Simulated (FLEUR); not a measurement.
# Collinear magnetic orders of free Fe(001) film, 1 layer with FLEUR, part 2 of 2

A self-consistent run ends on one state, which hangs on the start. Several orders of free Fe(001) film, 1 layer are started in FLEUR and their energies compared.

FLEUR MaX-R8.1; LDA (VWN); all-electron FLAPW film, Dirac cores, scalar-relativistic bands.

So far, largest spin moment in the muffin-tin sphere (μB): step 2 (run 1 (ferro +)) 3.22; step 3 (run 2 (antiferro q=(0,1/2,0) +-)) 3.21.

**4. Order 3, typed as no spin polarisation**

Without spin polarisation no moment can form, so the difference from the other runs is what forming moments gains.

The k list default-1 (kpts.xml, not shown) is a Γ-centred 14×14×1 mesh.

Contents of inp.xml:

```
<?xml version="1.0" encoding="UTF-8" standalone="no"?>
<fleurInput fleurInputVersion="0.39">
   <comment>
      Fe
   </comment>
   <calculationSetup>
      <cutoffs Kmax="3.6" Gmax="10.8" GmaxXC="10.8" numbands="0"/>
      <scfLoop itmax="120" minDistance="0.00002" maxIterBroyd="15" imix="Anderson" alpha="0.03" precondParam="0.0" spinf="2.0" sdNocoIR="T"/>
      <coreElectrons ctail="T" frcor="F" kcrel="1" coretail_lmax="0"/>
      <xcFunctional name="vwn" relativisticCorrections="F"/>
      <magnetism jspins="1"/>
      <soc l_soc="F" theta="0.0" phi="0.0" spav="F"/>
      <expertModes spex="0" secvar="F"/>
      <geometryOptimization l_f="F" forcealpha="1.0" forcemix="BFGS" epsdisp="0.00001" epsforce="0.00001"/>
      <ldaU l_linMix="F" mixParam="0.05" spinf="1.0"/>
   </calculationSetup>
   <cell>
      <bzIntegration valenceElectrons="16.0" mode="hist" fermiSmearingEnergy="0.00183747">
         <kPointListSelection listName="default-1"/>
         <xi:include xmlns:xi="http://www.w3.org/2001/XInclude" href="kpts.xml"> </xi:include>
      </bzIntegration>
      <xi:include xmlns:xi="http://www.w3.org/2001/XInclude" href="sym.xml"> </xi:include>
      <filmLattice scale="1.0" dVac="5.94" dTilda="8.44">
         <bravaisMatrixFilm>
            <row-1>    5.4159550731035999     0.0000000000000000</row-1>
            <row-2>    0.0000000000000000     5.4159550731035999</row-2>
         </bravaisMatrixFilm>
         <vacuumEnergyParameters vacuum="1" spinUp="-.25" spinDown="-.25"/>
      </filmLattice>
   </cell>
   <atomSpecies>
      <species name="Iron (Fe)" element="Fe" atomicNumber="26">
         <mtSphere radius="2.57" gridPoints="849" logIncrement="0.014"/>
         <atomicCutoffs lmax="10" lnonsphr="8"/>
         <electronConfig flipSpins="F">
            <coreConfig>(1s1/2) (2s1/2) (2p1/2) (2p3/2)</coreConfig>
            <valenceConfig>(3s1/2) (3p1/2) (3p3/2) (4s1/2) (3d3/2) (3d5/2)</valenceConfig>
            <stateOccupation state="(3d3/2)" spinUp="1.200000" spinDown="1.200000"/>
            <stateOccupation state="(3d5/2)" spinUp="1.800000" spinDown="1.800000"/>
         </electronConfig>
         <energyParameters s="4" p="4" d="3" f="4"/>
         <lo type="SCLO" l="0" n="3" eDeriv="0"/>
         <lo type="SCLO" l="1" n="3" eDeriv="0"/>
      </species>
   </atomSpecies>
   <atomGroups>
      <atomGroup species="Iron (Fe)">
         <filmPos label="                   1">.0000000000 .0000000000 .0000000000</filmPos>
         <force calculate="T" relaxXYZ="TTT"/>
      </atomGroup>
   </atomGroups>
   <output dos="F" band="F" slice="F">
      <bandDOS minEnergy="-.5*Htr" maxEnergy="0.5*Htr" sigma="0.015" storeEVData="T"/>
      <plotting iplot="0" polar="F">
         <plot TwoD="T" vec1="  1.0  0.0  0.0" vec2="  0.0  1.0  0.0" vec3="  0.0  0.0  1.0" zero="  0.0  0.0 -0.5" file="plot"/>
      </plotting>
      <moessbauerParams electricFieldGradient="F" isomerShift="T" coreHyperfine="T" valenceHyperfine="T"/>
   </output>
</fleurInput>
```

Contents of crystal.txt:

```
Fe
&input film=T cartesian=F /
2.86600000000  0.00000000000  0.00000000000
0.00000000000  2.86600000000  0.00000000000
0.00000000000  0.00000000000  1.00000000000
1.8897261246
1.0 1.0 1.0

1
26 0.00000000000  0.00000000000  0.00000000000

&kpt div1=14 div2=14 div3=1 gamma=T /
```

The run is started by

```bash
OMP_NUM_THREADS=1 inpgen -f crystal.txt > inpgen.log  # inp.xml is then edited as shown
OMP_NUM_THREADS=1 mpirun -n 4 fleur_MPI > fleur.log
```

The program printed:

```text
[banner, memory and clock lines left out]
Welcome to FLEUR        (www.flapw.de)
      MaX-Release 8.1          (www.max-centre.eu)

 ========== k-point set info ==========
 Selected k-point list: default-1
 k-point list type: mesh
 14 x 14 x 1
 Number of k points: 36

 [... set-up left out ...]
 Iteration:     1   Distance:      20.25872406 me/bohr^3
 [... lines of the core solver left out ...]
 Iteration:     2   Distance:      15.97582722 me/bohr^3
 [... lines of the core solver left out ...]
 Iteration:     3   Distance:       8.30508345 me/bohr^3
[...]
<FermiEnergy value="-0.1922902135" units="Htr"/>
         [... left out ...]
         <totalEnergy value="    -1270.4075625073" units="Htr">
            <sumOfEigenvalues value="     -747.1467820914">
               <coreElectrons value="-726.1108403239"/>
               <valenceElectrons value="-21.0359417674"/>
            </sumOfEigenvalues>
         [... left out ...]
            <freeEnergy value="-1270.4103444722"/>
            <extrapolationTo0K value="-1270.4089534897"/>
         </totalEnergy>
         <densityConvergence units="me/bohr^3">
            <chargeDensity spin="1" distance="0.0000068606"/>
         </densityConvergence>
      </iteration>
```

Run time: 7.1 s. Hardware: 4 MPI ranks of Arm Neoverse V1, shared host; peak memory 0.18 GiB; 28 s of CPU time.

Numbers from this step:

```yaml
free_energy: -34569.6266 eV
program_s_band_gap_on_this_mesh_in_a_metal_only_a_level_spacing: 2.69e-4 eV
final_state: non-magnetic (no spin polarisation)
```

It lies 1427 meV a seeded atom over the first start.

**5. Energies of the orders**

Free energies are divided by the number of seeded atoms, so that cells of unlike size compare. Wavevectors q in the names are fractions of the primitive cell's reciprocal vectors.

Orders:

```
                   start        final state  typed order kept  energy over the lowest (meV a seeded atom)  largest sphere moment (μB)  net moment (μB a primitive cell)  mesh matched  CPU time (s)
                 ferro +      ferromagnetic               yes                                           0                       3.223                             3.276           yes          63.7
antiferro q=(0,1/2,0) +-  antiferromagnetic               yes                                       171.5                       3.212                                 0           yes         268.3
    no spin polarisation       non-magnetic                 -                                        1427                           0                                 0           yes         27.96
```

**6. Spin–orbit coupling, moments along z**

Spin–orbit coupling ties the spins to the lattice and lets orbital moments form.

A new self-consistent run of the start ferro +, with the moments along z.

Contents of inp.xml:

```
<?xml version="1.0" encoding="UTF-8" standalone="no"?>
<fleurInput fleurInputVersion="0.39">
   <comment>
      Fe
   </comment>
   <calculationSetup>
      <cutoffs Kmax="3.6" Gmax="10.8" GmaxXC="10.8" numbands="36"/>
      <scfLoop itmax="120" minDistance="0.00002" maxIterBroyd="15" imix="Anderson" alpha="0.03" precondParam="0.0" spinf="2.0" sdNocoIR="T"/>
      <coreElectrons ctail="T" frcor="F" kcrel="1" coretail_lmax="0"/>
      <xcFunctional name="vwn" relativisticCorrections="F"/>
      <magnetism jspins="2"/>
      <soc l_soc="T" theta="0.0" phi="0.0" spav="F"/>
      <expertModes spex="0" secvar="F"/>
      <geometryOptimization l_f="F" forcealpha="1.0" forcemix="BFGS" epsdisp="0.00001" epsforce="0.00001"/>
      <ldaU l_linMix="F" mixParam="0.05" spinf="1.0"/>
   </calculationSetup>
   <cell>
      <bzIntegration valenceElectrons="16.0" mode="hist" fermiSmearingEnergy="0.00183747">
         <kPointListSelection listName="default-1"/>
         <xi:include xmlns:xi="http://www.w3.org/2001/XInclude" href="kpts.xml"> </xi:include>
      </bzIntegration>
      <xi:include xmlns:xi="http://www.w3.org/2001/XInclude" href="sym.xml"> </xi:include>
      <filmLattice scale="1.0" dVac="5.94" dTilda="8.44">
         <bravaisMatrixFilm>
            <row-1>    5.4159550731035999     0.0000000000000000</row-1>
            <row-2>    0.0000000000000000     5.4159550731035999</row-2>
         </bravaisMatrixFilm>
         <vacuumEnergyParameters vacuum="1" spinUp="-.25" spinDown="-.25"/>
      </filmLattice>
   </cell>
   <atomSpecies>
      <species name="Iron (Fe) 2.800" element="Fe" atomicNumber="26">
         <mtSphere radius="2.57" gridPoints="849" logIncrement="0.014"/>
         <atomicCutoffs lmax="10" lnonsphr="8"/>
         <electronConfig flipSpins="F">
            <coreConfig>(1s1/2) (2s1/2) (2p1/2) (2p3/2)</coreConfig>
            <valenceConfig>(3s1/2) (3p1/2) (3p3/2) (4s1/2) (3d3/2) (3d5/2)</valenceConfig>
            <stateOccupation state="(3d3/2)" spinUp="1.4" spinDown="1.0"/>
            <stateOccupation state="(3d5/2)" spinUp="3.0" spinDown="0.6"/>
         </electronConfig>
         <energyParameters s="4" p="4" d="3" f="4"/>
         <lo type="SCLO" l="0" n="3" eDeriv="0"/>
         <lo type="SCLO" l="1" n="3" eDeriv="0"/>
      </species>
   </atomSpecies>
   <atomGroups>
      <atomGroup species="Iron (Fe) 2.800">
         <filmPos label="                   1">.0000000000 .0000000000 .0000000000</filmPos>
         <force calculate="T" relaxXYZ="TTT"/>
      </atomGroup>
   </atomGroups>
   <output dos="F" band="F" slice="F">
      <bandDOS minEnergy="-.5*Htr" maxEnergy="0.5*Htr" sigma="0.015" storeEVData="T"/>
      <plotting iplot="0" polar="F">
         <plot TwoD="T" vec1="  1.0  0.0  0.0" vec2="  0.0  1.0  0.0" vec3="  0.0  0.0  1.0" zero="  0.0  0.0 -0.5" file="plot"/>
      </plotting>
      <moessbauerParams electricFieldGradient="F" isomerShift="T" coreHyperfine="T" valenceHyperfine="T"/>
   </output>
</fleurInput>
```

Contents of crystal.txt:

```
Fe
&input film=T cartesian=F /
2.86600000000  0.00000000000  0.00000000000
0.00000000000  2.86600000000  0.00000000000
0.00000000000  0.00000000000  1.00000000000
1.8897261246
1.0 1.0 1.0

1
26 0.00000000000  0.00000000000  0.00000000000 : 2.800

&soc 0.0000000 0.0000000 /
&kpt div1=14 div2=14 div3=1 gamma=T /
```

The program printed:

```text
[banner, memory and clock lines left out]
Welcome to FLEUR        (www.flapw.de)
      MaX-Release 8.1          (www.max-centre.eu)

 ========== k-point set info ==========
 Selected k-point list: default-1
 k-point list type: mesh
 0 x 0 x 0
 Number of k points: 52

 [... set-up left out ...]
 Iteration:     1   Distance:      15.55921430 me/bohr^3
 [... lines of the core solver left out ...]
 Iteration:     2   Distance:      13.45303424 me/bohr^3
 [... lines of the core solver left out ...]
 Iteration:     3   Distance:      10.08889086 me/bohr^3
 [... lines of the core solver left out ...]
 Iteration:     4   Distance:       8.90200184 me/bohr^3
 [... lines of the core solver left out ...]
 Iteration:     5   Distance:       3.85189341 me/bohr^3
 [... lines of the core solver left out ...]
 Iteration:     6   Distance:       3.56491763 me/bohr^3
 [... lines of the core solver left out ...]
 Iteration:     7   Distance:       1.34751427 me/bohr^3
 [... lines of the core solver left out ...]
 Iteration:     8   Distance:       1.14220183 me/bohr^3
 [... lines of the core solver left out ...]
 Iteration:     9   Distance:       1.12454406 me/bohr^3
 [... lines of the core solver left out ...]
 Iteration:    10   Distance:       0.39066500 me/bohr^3
 [... lines of the core solver left out ...]
 Iteration:    11   Distance:       0.44933576 me/bohr^3
 [... lines of the core solver left out ...]
 Iteration:    12   Distance:       0.16940100 me/bohr^3
 [... lines of the core solver left out ...]
 Iteration:    13   Distance:       0.06849748 me/bohr^3
 [... lines of the core solver left out ...]
[... rest left out ...]

--- out.xml (last complete iteration) ---
<iteration numberForCurrentRun="   24" overallNumber="   24">
         [... left out ...]
         <bandgap value="0.0000000000" units="eV"/>
         <sumValenceSingleParticleEnergies value="-21.1227066094" units="Htr"/>
         <FermiEnergy value="-0.1595805802" units="Htr"/>
         [... left out ...]
         <magneticMomentsInMTSpheres units="muBohr">
            <globalMagMoment atomType="1" vec="0.00000   0.00000   3.21957"/>
         </magneticMomentsInMTSpheres>
         <orbitalMomentsInMTSpheres units="muBohr">
            <globalMagMoment atomType="1" vec="0.00000   0.00000   0.15500"/>
         </orbitalMomentsInMTSpheres>
         [... left out ...]
         <totalEnergy value="    -1270.4622379461" units="Htr">
            <sumOfEigenvalues value="     -747.1728477811">
               <coreElectrons value="-726.0501411717"/>
               <valenceElectrons value="-21.1227066094"/>
            </sumOfEigenvalues>
         [... left out ...]
            <freeEnergy value="-1270.4633373953"/>
            <extrapolationTo0K value="-1270.4627876707"/>
         </totalEnergy>
         <densityConvergence units="me/bohr^3">
            <chargeDensity spin="1" distance="0.0000015842"/>
            <chargeDensity spin="2" distance="0.0000073154"/>
            <overallChargeDensity distance="0.0000068322"/>
            <spinDensity distance="0.0000080851"/>
         </densityConvergence>
      </iteration>
```

It took 28 s on 4 MPI ranks; peak memory 0.27 GiB.

Read from the output:

```
free energy                                                       : -34571.0686 eV
program's band gap on this mesh (in a metal only a level spacing) : 0 eV
magnetization                                                     : 3.273 μB
final state                                                       : ferromagnetic
largest moment                                                    : 3.220 μB
orbital moment along the spin                                     : 0.155 μB
```

Orbital moment in the sphere, along the spin axis by atom:

```
atom  orbital moment in the sphere, along the spin axis (μB)
 Fe1                                                   0.155
```

Fields along z, the direction of positive moments; semicore shells count as valence. Hyperfine fields at the nuclei:

```
atom  core contact (T)  valence contact (T)  dipolar (T)  orbital (T)  sum (T)  density at the nucleus (e/bohr³)
 Fe1            -70.37                 63.7        4.204        8.843    6.378                             15067
```

**7. Summary of results**

* lowest state found: ferromagnetic (typed ferro +)
* largest site spin moment: 3.22 μB
* next finished state: antiferromagnetic, 172 meV a seeded atom higher
* energy gained by spin polarisation: 1427 meV a seeded atom
* hyperfine field at Fe1, along its moment: 6.38 T
* orbital moment on the atom of largest spin, along its spin (spin–orbit run): 0.155 μB

**Reading.** The lowest state found is ferromagnetic, reached from the start ferro +, with moments up to 3.22 μB. The next finished state costs 172 meV a seeded atom. Forming the largest moments gains far more than ordering them, so they should outlast the ordering temperature. At Fe1 the core shells give -70.4 T and the valence and semicore s states 63.7 T along the moment, -2.07 T per μB together; orbital and dipolar parts add 13 T. Semilocal functionals tend to give too weak a core polarisation. The orbital moment is parallel to the spin. Only 3 starts were tried; other patterns of signs, canted and longer-period orders were not.

[Logs and program files are shortened in this print: banners, set-up blocks, solver, clock and traceback lines can be left out without a mark of their own.]

[Logs are printed without paths, hosts, clocks, repeated set-up lines and the standing remarks that a program may print on its own settings, such as how far it seeks lower states.]

[Hosts, paths, dates, database ids (printed as entryN), source tags and the programs' standing remarks are cut or masked in the printed files.]

[Where a cell is said to come from a database of computed structures, the database is the Materials Project.]
